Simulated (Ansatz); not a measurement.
Two G0W0 runs on BaSrInSbO6 (F-43m).

Symmetry: F-43m, No. 216, cubic system. The conventional cell has a = 8.323 Å, b = 8.323 Å, c = 8.323 Å, α = 90.00°, β = 90.00°, γ = 90.00°. Nearest to Ba lie 12 O at 2.94 Å. Sr has 12 O at 2.94 Å nearest. Nearest to In lie 6 O at 2.16 Å. Nearest to Sb lie 6 O at 2.00 Å. O has 1 Sb at 2.00 Å and 1 In at 2.16 Å and 2 Sr at 2.94 Å and 2 Ba at 2.94 Å nearest. Farther neighbours and most contacts between anions are not listed.

```xyz
10
Lattice="0.0000 4.1617 4.1617 4.1617 0.0000 4.1617 4.1617 4.1617 0.0000" Properties=species:S:1:pos:R:3 pbc="T T T"
Ba    2.0809    2.0809    2.0809
Sr    6.2426    6.2426    6.2426
In    0.0000    0.0000    0.0000
Sb    4.1617    4.1617    4.1617
O     2.1595    4.1617    4.1617
O     6.1640    4.1617    4.1617
O     4.1617    4.1617    6.1640
O     4.1617    4.1617    2.1595
O     4.1617    2.1595    4.1617
O     4.1617    6.1640    4.1617
```

The cell and positions are those that the Materials Project relaxed with its own functionals (PBE, PBE+U or r2SCAN), kept fixed. Spin-orbit coupling is left out unless a run names it.

The first (Ansatz 0.2.0; start PBE with 60 % screened exact exchange, 4×4×4 mesh, 601 empty bands, screening to 150 eV, PAW set soft_1 files; 1 × NVIDIA H100 80GB HBM3 (shared by 6 runs) with 2 threads of AMD EPYC 7R13 (Zen 3), shared host) gave, on its mesh: starting gap 4.99 eV, G0W0 gap 4.05 eV, RPA ε∞ (mean) 2.76, 78 s.

Q: The second changes start from PBE with 60 % screened exact exchange to PBE+U(In-d,10). What does it give?

It gave: starting gap 0.79 eV, G0W0 gap 2.15 eV, RPA ε∞ (mean) 4.76, 28 s. The G0W0 gap moves by −1.90 eV, −4.19 eV from the start and +2.29 eV from the correction. Σc changes by +1.13 eV at the valence top and −0.003 eV at the conduction bottom, and Σx − Vxc between them by +3.42 eV.

Limits: not at the basis limit; no spin-orbit coupling; coarse k mesh.

[Paths, hosts, dates, memory and timing lines, banners, echoed tables and standing remarks are left out of the program output.]

[Logs are printed without paths, hosts, clocks, repeated set-up lines and the standing remarks that a program may print on its own settings, such as how far it seeks lower states.]

[Runs of the session that timed out or met a known fault of the program may be left out.]

[Cells called generated may have been cut or substituted from an entry of the Crystallography Open Database or the Materials Project.]

[Hosts, paths, dates, database ids (printed as entryN), source tags and the programs' standing remarks are cut or masked in the printed files.]
